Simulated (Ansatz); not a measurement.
# HfZnO3 (model cell, started as cubic perovskite with Hf in the octahedra): a soft mode frozen in

Wanted: the energy along a soft mode of HfZnO3 (model cell, started as cubic perovskite with Hf in the octahedra) and the structure at the end.

Method: DFT PBEsol, scalar-relativistic, plane waves, PAW; PAW set soft_1, in Ansatz 0.2.0.

The structure was built from a prototype and need not be the compound's stable phase.

**1. Starting point**

The structure is cubic, space group Pm-3m (No. 221). Conventional cell: a = 4.047 Å, b = 4.047 Å, c = 4.047 Å, α = 90.00°, β = 90.00°, γ = 90.00°. Nearest to Zn lie 12 O at 2.86 Å. Nearest to Hf lie 6 O at 2.02 Å. Nearest to O lie 2 Hf at 2.02 Å. Farther neighbours and most contacts between anions are not listed.

**2. Phonons on a q mesh**

The cell comes from relaxations at this level that are not shown. Stability and thermal properties need the whole zone. Linear response on a 4×4×4 q mesh gives force constants as far as a supercell of that size would.

File input.yaml:

```yaml
crystal:
  lattice:
    - [4.047187857, 0.0, 0.0]
    - [0.0, 4.047187857, 0.0]
    - [0.0, 0.0, 4.047187857]
  atoms:
    - { symbol: Zn, position: [0.0, 0.0, 0.0] }
    - { symbol: Hf, position: [0.5, 0.5, 0.5] }
    - { symbol: O, position: [0.5, 0.5, 0.0] }
    - { symbol: O, position: [0.5, 0.0, 0.5] }
    - { symbol: O, position: [0.0, 0.5, 0.5] }
kpoints:
  mp_grid: { grid: [12, 12, 12] }
hamiltonian:
  xc: pbesol
  pseudopotentials: { kind: paw, azcp: { folder: soft_1 }, xc_functional: pbe }
scf:
  occupations: { method: methfessel_paxton, width: 0.2 }
output:
  eigenvalues: true
phonons:
  method: dfpt
  qmesh: [4, 4, 4]
  temperatures: { t_max: 1000, t_step: 50 }
  qpath:
    path:
      - [[0.0, 0.0, 0.0], [0.0, 0.5, 0.0], [0.5, 0.5, 0.0], [0.0, 0.0, 0.0], [0.5, 0.5, 0.5], [0.0, 0.5, 0.0]]
      - [[0.5, 0.5, 0.5], [0.5, 0.5, 0.0]]
    npoints: 10
```

The run is started by

```console
$ ansatz run input.yaml --threads 8 --pin off --max-ram 16384MiB --backend cpu --events-out ev --progress --plain --runs-dir out
```

Numbers of over 12 decimals in the logs are rounded to 6 here.

Output:

```text
Engine: ansatz 0.2.0, aarch64-unknown-linux-gnu
Pseudopotentials: kind: paw
Pseudopotential: Zn, paw, valence charge 12, recommended cutoff 420 eV (normal), soft_1/Zn.paw.azcp
Pseudopotential: Hf, paw, valence charge 26, recommended cutoff 420 eV (normal), soft_1/Hf.paw.azcp
Pseudopotential: O, paw, valence charge 6, recommended cutoff 420 eV (normal), soft_1/O.paw.azcp
Functional definition: PBEsol
  exchange = pbesol_x
  correlation = pbesol_c
Crystal: 5 atoms, lattice volume = 66.292 Å³
Basis set: ecut = 420 eV, 1309 PW (Γ), exchange–correlation on 60×60×60 points (8 copies of the dense FFT grid, shifted against one another)
Bands: 34, of which v1, the nominal top of the filled ones, is band 28 counted from 1 (27 counted from 0)
Symmetry: 48 space group operations
k-points: 84 of 1728
Non-local potential: Zn, projectors of the file, l = 0: 2, l = 1: 2, l = 2: 3, l = 3: 1
Non-local potential: Hf, projectors of the file, l = 0: 3, l = 1: 2, l = 2: 2, l = 3: 3
Non-local potential: O, projectors of the file, l = 0: 2, l = 1: 2, l = 2: 1
PAW form: soft (Blöchl's): semilocal exchange-correlation on the pseudo side does not see the compensation charge
PAW frozen core: Zn, regenerated for the run's functional, and the local potential with it (the file was generated under x = pbe(κ = 0.804, μ = 0.219515), c = pbe(β = 0.066725))
PAW frozen core: Hf, regenerated for the run's functional, and the local potential with it (the file was generated under x = pbe(κ = 0.804, μ = 0.219515), c = pbe(β = 0.066725))
PAW frozen core: O, regenerated for the run's functional, and the local potential with it (the file was generated under x = pbe(κ = 0.804, μ = 0.219515), c = pbe(β = 0.066725))
PAW one-centre angular grid: Zn, 590 points (default); XC on 64 Gauss nodes
PAW one-centre angular grid: Hf, 590 points (default); XC on 64 Gauss nodes
PAW one-centre angular grid: O, 110 points (default); XC on 64 Gauss nodes
Initial density: superposition of atomic densities (chi_scale 0.1, normalization cell, long waves kept (reshape's long-wave potential 0.00 eV rms))
Initial wavefunctions: pseudopotential atomic-orbital guess
Functional: x = pbesol(κ = 0.804, μ = 0.123457), c = pbesol(β = 0.046)
SCF iter   1: F=—  HF=-20567.382592 eV  |F-HF|=—  |Δ(HF+E_count)|=         —  Δρ=1.01e-1  dr2=8.38e0  ethr=3.10e-3  ⟨swp⟩=5.0  Hψ=10072  notcnv=0
preconditioner: auto → Resta (q_TF=auto, 2.653 Å⁻¹)  ε∞=5.1  [insulator: Δε(μ)=0.185 eV  Ē_g=16.540 eV  σ=0.200 eV  W_gap=0.69  n_scr=18 (ndim 8)  ℏωp=33.5 eV  f_vac=0.000  D(μ)=0.48/eV (n_scr^D=0)  ε∞_Penn≈5.1]
SCF iter   2: F=—  HF=-20565.397078 eV  |F-HF|=—  |Δ(HF+E_count)|=    1.99e0  S|Δr|=    0.00e0  Δρ=4.54e-2  dr2=2.52e0  ethr=3.10e-3  ⟨swp⟩=2.3  Hψ=6299  notcnv=0  defer=117
SCF iter   3: F=—  HF=-20564.618179 eV  |F-HF|=—  |Δ(HF+E_count)|=   7.79e-1  S|Δr|=    0.00e0  Δρ=2.17e-2  dr2=4.20e-1  ethr=3.10e-3  ⟨swp⟩=2.8  Hψ=6548  notcnv=0  defer=102
SCF iter   4: F=—  HF=-20564.361340 eV  |F-HF|=—  |Δ(HF+E_count)|=   2.57e-1  S|Δr|=    0.00e0  Δρ=8.31e-3  dr2=5.80e-2  ethr=7.50e-4  ⟨swp⟩=2.3  Hψ=6314  notcnv=0  defer=92
SCF iter   5: F=—  HF=-20564.355720 eV  |F-HF|=—  |Δ(HF+E_count)|=   5.62e-3  S|Δr|=    0.00e0  Δρ=2.95e-3  dr2=3.53e-3  ethr=1.04e-4  ⟨swp⟩=2.0  Hψ=4724  notcnv=0  defer=92
SCF iter   6: F=—  HF=-20564.355121 eV  |F-HF|=—  |Δ(HF+E_count)|=   6.00e-4  S|Δr|=    0.00e0  Δρ=6.86e-4  dr2=2.49e-4  ethr=6.30e-6  ⟨swp⟩=2.5  Hψ=5573  notcnv=0  defer=90
SCF iter   7: F=—  HF=-20564.355147 eV  |F-HF|=—  |Δ(HF+E_count)|=   2.67e-5  S|Δr|=    0.00e0  Δρ=6.30e-4  dr2=1.24e-4  ethr=4.45e-7  ⟨swp⟩=2.0  Hψ=4354  notcnv=0  defer=90
SCF iter   8: F=—  HF=-20564.355120 eV  |F-HF|=—  |Δ(HF+E_count)|=   2.73e-5  S|Δr|=    0.00e0  Δρ=1.49e-4  dr2=1.41e-5  ethr=2.22e-7  ⟨swp⟩=2.0  Hψ=5026  notcnv=0  defer=90
SCF iter   9: F=—  HF=-20564.355119 eV  |F-HF|=—  |Δ(HF+E_count)|=   1.27e-6  S|Δr|=    0.00e0  Δρ=2.86e-5  dr2=4.83e-7  ethr=2.52e-8  ⟨swp⟩=2.0  Hψ=5047  notcnv=0  defer=90
SCF iter  10: F=—  HF=-20564.355118 eV  |F-HF|=—  |Δ(HF+E_count)|=   3.54e-7  S|Δr|=    0.00e0  Δρ=3.92e-6  dr2=7.11e-9  ethr=8.62e-10  ⟨swp⟩=2.2  Hψ=4494  notcnv=0  defer=90
SCF iter  11: F=—  HF=-20564.355118 eV  |F-HF|=—  |Δ(HF+E_count)|=   3.83e-9  S|Δr|=    0.00e0  Δρ=9.13e-7  dr2=5.16e-10  ethr=1.27e-11  ⟨swp⟩=2.0  Hψ=5056  notcnv=0  defer=90
SCF iter  12: F=—  HF=-20564.355118 eV  |F-HF|=—  |Δ(HF+E_count)|=  2.66e-10  S|Δr|=    0.00e0  Δρ=2.08e-7  dr2=2.20e-11  ethr=1.00e-12  ⟨swp⟩=2.5  Hψ=4596  notcnv=0  defer=90
SCF iter  13: F=-20564.355118 eV  HF=-20564.355118 eV  |F-HF|=1.46e-11  |Δ(HF+E_count)|=  1.46e-11  S|Δr|=    0.00e0  Δρ=5.03e-8  dr2=9.72e-13  ethr=1.00e-12  ⟨swp⟩=10.8  Hψ=14646  notcnv=0
SCF 1 converged in 13 iterations: F = -20564.355118 eV  dr2 = 9.72e-13
  greatest PAW one-centre occupation: 0.999 electrons in one spin orbital (limit 2), on the Hf atom at site 1 (counted from 0), in its partial waves of l = 0
Initial density: read from a saved state, or passed on in memory by an earlier SCF of this step, an earlier step, the calling program or the single point that the run made first
iter 1 solved again at ethr=3.15e-7 eV; its pass at ethr=3.10e-3 eV (dr2=1.76e-4 eV) is discarded
SCF iter   1: F=—  HF=-20564.355119 eV  |F-HF|=—  |Δ(HF+E_count)|=         —  Δρ=7.80e-7  dr2=1.28e-10  ethr=3.15e-7  ⟨swp⟩=3.0  Hψ=17230  notcnv=0
eigensolver tolerance schedule: the retry pair's looser diagonalisation over-reported the residual by 1378288.30 of it (diagonalisation noise at an unbounded share of the residual, at the tolerance the schedule requests for it); recorded, not acted on — ethr = c·dr2/N_el stays at c = 1.0e-1
preconditioner: auto → LDOS  [metal: Δε(μ)=0.005 eV  Ē_g=14.950 eV  σ=0.200 eV  W_gap=0.02  n_scr=18 (ndim 8)  ℏωp=33.5 eV  f_vac=0.013  D(μ)=1.36/eV (n_scr^D=6)  β→1.0]
SCF iter   2: F=—  HF=-20564.355118 eV  |F-HF|=—  |Δ(HF+E_count)|=   8.84e-7  S|Δr|=    0.00e0  Δρ=8.40e-7  dr2=2.03e-10  ethr=1.00e-12  ⟨swp⟩=4.0  Hψ=9156  notcnv=0
SCF iter   3: F=—  HF=-20564.355118 eV  |F-HF|=—  |Δ(HF+E_count)|=  5.46e-11  S|Δr|=    0.00e0  Δρ=5.14e-7  dr2=5.45e-11  ethr=1.00e-12  ⟨swp⟩=2.0  Hψ=3338  notcnv=0
SCF iter   4: F=—  HF=-20564.355118 eV  |F-HF|=—  |Δ(HF+E_count)|=  3.64e-12  S|Δr|=    0.00e0  Δρ=3.41e-7  dr2=2.51e-11  ethr=1.00e-12  ⟨swp⟩=1.0  Hψ=2856  notcnv=0
SCF iter   5: F=-20564.355118 eV  HF=-20564.355118 eV  |F-HF|=7.28e-12  |Δ(HF+E_count)|=  3.64e-12  S|Δr|=    0.00e0  Δρ=2.02e-7  dr2=8.99e-12  ethr=1.00e-12  ⟨swp⟩=2.0  Hψ=7155  notcnv=0
SCF 2 converged in 5 iterations: F = -20564.355118 eV  dr2 = 8.99e-12
phonons: the bands overlap, so this run is a metal and interpolates without the dipole-dipole term. If the crystal is really an insulator or semiconductor, its LO-TO splitting is missing
NSCF: frozen V_eff on 84 k-points
NSCF: frozen V_eff on 343 k-points
DFPT response loops at q = (0, 0, 0) (fractional): preconditioner auto → Kerker (q_TF=auto, 2.653 Å⁻¹) (partly filled bands, converged f_vac=0.013); β = 1.00, the filter's whole step (`scf.mixing.beta` (0.50) is not read by the response loops under this deck's `scf.mixing.preconditioner`; to damp them name `kerker` or `kerker_dos`, under which they read `scf.mixing.beta`, and type it under 1.00, their step now; both keys bind the ground state too); Broyden in place of MSR1
NSCF: frozen V_eff on 1176 k-points
DFPT response loops at q = (0, 0, 0.25) (fractional): mixed as the last ones told, above
NSCF: frozen V_eff on 686 k-points
DFPT response loops at q = (0, 0, -0.5) (fractional): mixed as the last ones told, above
NSCF: frozen V_eff on 2016 k-points
DFPT response loops at q = (0, 0.25, 0.25) (fractional): mixed as the last ones told, above
NSCF: frozen V_eff on 1176 k-points
DFPT response loops at q = (0, 0.25, -0.5) (fractional): mixed as the last ones told, above
NSCF: frozen V_eff on 686 k-points
DFPT response loops at q = (0, -0.5, -0.5) (fractional): mixed as the last ones told, above
NSCF: frozen V_eff on 3456 k-points
DFPT response loops at q = (0.25, 0.25, 0.25) (fractional): mixed as the last ones told, above
NSCF: frozen V_eff on 2016 k-points
DFPT response loops at q = (0.25, 0.25, -0.5) (fractional): mixed as the last ones told, above
NSCF: frozen V_eff on 1176 k-points
DFPT response loops at q = (0.25, -0.5, -0.5) (fractional): mixed as the last ones told, above
NSCF: frozen V_eff on 686 k-points
DFPT response loops at q = (-0.5, -0.5, -0.5) (fractional): mixed as the last ones told, above
SCF converged after 13 iterations
Stability not checked: this state was not tested for a lower state beside it, because cold or Methfessel-Paxton smearing, or corrected tetrahedra, fill the levels in a way that the test cannot read (fill_not_monotonic; see scf.lower_state_search)
Free energy (F): -20564.355118 eV
Harris-Foulkes:  -20564.355118 eV  (|F-HF|=1.46e-11)
Internal energy: -20564.358251 eV  (E = F + TS)
E sigma→0 (E₀):  -20564.355901 eV
Entropy (-TS):   0.003133 eV (0.627 meV/atom)
Fermi energy:    8.688481 eV
--- Per-component energies (eV) ---
  E_band       = -133.416291
  E_kinetic    = 1051.281735
  E_local      = -10566.783110  (includes V_loc(G=0)·N_el)
  E_nonlocal   = 1059.366778
  E_hartree    = 4760.997866
  E_xc         = -549.877085
  E_vxc        = -572.090011  (∫ρ·V_xc dr)
  E_paw        = -9915.989932  (= ΣΔE_a)
  E_vpaw       = -627.189496  (= ΣTr[D̂ρ^β])
  E_aug_tail   = 0.002126  (compensation charges beyond the density's cutoff)
  E_ewald      = -6405.510905
  E_core_change = 2.154276  (= ΣΔE_core)
  E_smearing   = 0.003133  (= −TS)
  E_closure    = 0.000000  (closes the sum)
  Σ components = -20564.355118   (vs F -20564.355118, Δ=0.00e0)
--- Band table (eV; the first three rows and the last of 84) ---
  k-point 0: bands = [... 24 lower, 7.7261, 7.7261, 8.4000, 8.4000, 8.4000, 13.1834, 13.1834, 13.1834, ... 2 higher]
  k-point 1: bands = [... 24 lower, 7.6710, 7.7078, 8.3635, 8.3786, 8.3786, 13.1909, 13.3427, 13.3427, ... 2 higher]
  k-point 2: bands = [... 24 lower, 7.5203, 7.6591, 8.3422, 8.3422, 8.6911, 13.2116, 13.7608, 13.7608, ... 2 higher]
  k-point 83: bands = [... 24 lower, 4.5089, 8.3186, 8.6732, 8.6732, 8.6732, 16.3840, 16.3840, 16.3840, ... 2 higher]
--- Phonons (Γ-DFPT): 4 representative perturbations + reference (Σ response iterations 12) ---
  ASR residual: 4.827e-5 → 0.000e0 eV/Å²; symmetrization residual: 8.401e-6 eV/Å²
  ASR residual per site (eV/Å²): 8.38e-6 4.83e-5 3.65e-5 3.65e-5 3.65e-5
  Γ frequencies (cm⁻¹): -341.20 -341.20 -341.20 -217.23 -217.23 -217.23 0.00 0.00 0.00 112.36 112.36 112.36 657.96 657.96 657.96
--- Phonons (arbitrary-q DFPT): 10 irreducible q on the 4×4×4 mesh ---
  q = [0.0000, 0.0000, 0.0000] (star 1, of the zone-centre solve; hermiticity 7.19e-7, symmetrization 3.29e-13): -341.20 -341.20 -341.20 -217.23 -217.23 -217.23 -0.00 -0.00 0.00 112.36 112.36 112.36 657.96 657.96 657.96
  q = [0.0000, 0.0000, 0.2500] (star 6, 9 solved perturbations in 4536 linear systems a pass and spin channel, the states on 588 of 1728 k-point pairs; hermiticity 5.83e-7, symmetrization 2.69e-13): -332.24 -260.26 -260.26 -197.96 -197.96 -146.98 43.84 43.84 101.14 117.56 117.56 171.80 657.87 657.87 752.20
  q = [0.0000, 0.0000, -0.5000] (star 3, 9 solved perturbations in 2646 linear systems a pass and spin channel, the states on 343 of 1728 k-point pairs; hermiticity 4.65e-7, symmetrization 1.14e-12): -319.61 -214.52 -214.52 -173.68 -173.68 -49.21 67.06 67.06 126.85 139.19 139.19 245.75 657.14 657.14 827.32
  q = [0.0000, 0.2500, 0.2500] (star 12, 9 solved perturbations in 7686 linear systems a pass and spin channel, the states on 1008 of 1728 k-point pairs; hermiticity 5.61e-7, symmetrization 6.62e-14): -315.23 -221.66 -214.72 -196.02 -180.42 -69.79 44.36 89.08 111.49 154.87 177.40 216.10 657.93 693.99 800.71
  q = [0.0000, 0.2500, -0.5000] (star 12, 15 solved perturbations on 588 of 1728 k-point pairs; hermiticity 4.53e-7, symmetrization 5.32e-14): -317.01 -208.82 -201.50 -153.26 -148.76 65.71 67.51 101.04 111.26 177.40 217.30 267.38 657.39 701.40 854.00
  q = [0.0000, -0.5000, -0.5000] (star 3, 9 solved perturbations in 2646 linear systems a pass and spin channel, the states on 343 of 1728 k-point pairs; hermiticity 4.27e-7, symmetrization 1.92e-13): -352.97 -208.46 -208.46 -106.22 9.40 9.40 60.10 111.58 111.58 235.23 235.23 293.09 657.14 723.25 888.12
  q = [0.2500, 0.2500, 0.2500] (star 8, 4 solved perturbations in 4536 linear systems a pass and spin channel, the states on 1728 of 1728 k-point pairs; hermiticity 1.08e-7, symmetrization 8.66e-13): -313.46 -254.26 -254.26 -164.45 -164.45 -96.16 142.26 142.26 149.79 212.45 212.45 243.77 693.57 693.57 840.01
  q = [0.2500, 0.2500, -0.5000] (star 12, 9 solved perturbations in 7686 linear systems a pass and spin channel, the states on 1008 of 1728 k-point pairs; hermiticity 1.32e-7, symmetrization 5.77e-13): -319.68 -262.90 -260.85 -158.77 -155.48 -105.84 142.45 148.65 195.16 233.14 249.95 277.26 692.17 705.34 877.86
  q = [0.2500, -0.5000, -0.5000] (star 6, 9 solved perturbations in 4536 linear systems a pass and spin channel, the states on 588 of 1728 k-point pairs; hermiticity 2.38e-7, symmetrization 9.68e-14): -351.46 -284.29 -284.29 -151.50 -151.50 -138.12 148.45 192.86 192.86 273.09 273.09 292.96 695.83 720.08 904.36
  q = [-0.5000, -0.5000, -0.5000] (star 1, 4 solved perturbations in 931 linear systems a pass and spin channel, the states on 343 of 1728 k-point pairs; hermiticity 1.37e-7, symmetrization 8.58e-13): -349.23 -349.23 -349.23 -155.27 -155.27 -155.27 193.02 193.02 193.02 304.18 304.18 304.18 718.33 718.33 924.68
  sum rule: each row above includes the acoustic sum rule's correction from the zone centre's row sums; it moved no ω² by more than (0.79 cm⁻¹)²
  mesh force constants: q→R imaginary residual 6.09e-19; ASR residual 4.827e-5 → 0.000e0 eV/Å²; symmetrization residual 1.776e-14 eV/Å²
  interpolated dispersion: 62 rows × 15 modes
  density of states and harmonic sums: on the 16×16×16 q-mesh, interpolated from the force constants of a 4×4×4 supercell (no non-analytic term)
  largest difference from the sums on the solved wave vectors: F 4.82e-2 eV, S 5.95e-5 and C_V 1.42e-5 eV/K
  zero-point energy: 0.199689 eV/cell   skipped modes (ω ≤ 0): 971, of them read as no rigid motion or as one in doubt: 968 (5.896e0 modes/cell left out, lowest -352.97 cm⁻¹)   left out of the sums: 3.93e-1 of the cell's modes: C_V's classical limit lies that fraction below 3 k_B per atom; for a crystal, a wire or a layer, F and S can be off by more, and a phonons.interpolated_qmesh denser along its periods is the remedy for the sampling
```

It took 25 min on 8 threads of Arm Neoverse V2, shared host; peak memory 8.9 GiB.

This step gave:

```yaml
volume_per_atom: 13.26 Å³
gap_on_the_k_mesh: 0 eV
sum_rule_residual_before_enforcement: 4.83e-5 eV/Å²
lowest_frequency_on_the_path: -353.0 cm⁻¹
point_group: m-3m
highest_frequency_on_the_path_or_at_a_solved_wavevector: 924.7 cm⁻¹
highest_optical_mode_at_the_zone_centre_no_lo_to_term: 658.0 cm⁻¹
lowest_optical_zone_centre_mode: -341.2 cm⁻¹
lowest_mode_on_the_q_mesh_acoustic_modes_at_gamma_apart: -353.0 cm⁻¹
```

Frequencies (cm⁻¹) solved at each irreducible wavevector; negative means imaginary. Frequencies by wavevector, by row:

```
q in reciprocal lattice units  star  mode 1  mode 2  mode 3  mode 4  mode 13  mode 14  mode 15
                        0 0 0     1  -341.2  -341.2  -341.2  -217.2      658      658      658
                     0 0 0.25     6  -332.2  -260.3  -260.3    -198    657.9    657.9    752.2
                     0 0 -0.5     3  -319.6  -214.5  -214.5  -173.7    657.1    657.1    827.3
                  0 0.25 0.25    12  -315.2  -221.7  -214.7    -196    657.9      694    800.7
                  0 0.25 -0.5    12    -317  -208.8  -201.5  -153.3    657.4    701.4      854
                  0 -0.5 -0.5     3    -353  -208.5  -208.5  -106.2    657.1    723.2    888.1
               0.25 0.25 0.25     8  -313.5  -254.3  -254.3  -164.4    693.6    693.6      840
               0.25 0.25 -0.5    12  -319.7  -262.9  -260.9  -158.8    692.2    705.3    877.9
               0.25 -0.5 -0.5     6  -351.5  -284.3  -284.3  -151.5    695.8    720.1    904.4
               -0.5 -0.5 -0.5     1  -349.2  -349.2  -349.2  -155.3    718.3    718.3    924.7
```

Interpolated from a 4×4×4 q mesh. The phonon branches at the labelled points (cm⁻¹):

```
    point  branch 1  branch 2  branch 3  branch 4  branch 12  branch 13  branch 14  branch 15
        Γ      -341      -341      -341      -217        112        658        658        658
  halfway      -332      -260      -260      -198        172        658        658        752
        X      -320      -214      -214      -174        246        657        657        827
  halfway      -317      -209      -202      -153        267        657        701        854
        M      -353      -208      -208      -106        293        657        723        888
  halfway      -315      -222      -215      -196        216        658        694        801
        Γ      -341      -341      -341      -217        112        658        658        658
  halfway      -314      -254      -254      -164        244        694        694        840
        R      -349      -349      -349      -155        304        718        718        925
  halfway      -320      -263      -261      -159        277        692        705        878
        X      -320      -214      -214      -174        246        657        657        827
jump to R      -349      -349      -349      -155        304        718        718        925
  halfway      -352      -284      -284      -152        293        696        720        904
        M      -353      -208      -208      -106        293        657        723        888
```

Symmetry leaves 10 wavevectors to solve. The lowest mode among them, the acoustic zeros apart, lies at q = (0, -0.5, -0.5) and is imaginary, 353.0i cm⁻¹, so the energy falls along it.

[end of part 1 of 3]

[Logs are printed without paths, hosts, clocks, repeated set-up lines and the standing remarks that a program may print on its own settings, such as how far it seeks lower states.]

[Hosts, paths, dates, database ids (printed as entryN), source tags and the programs' standing remarks are cut or masked in the printed files.]
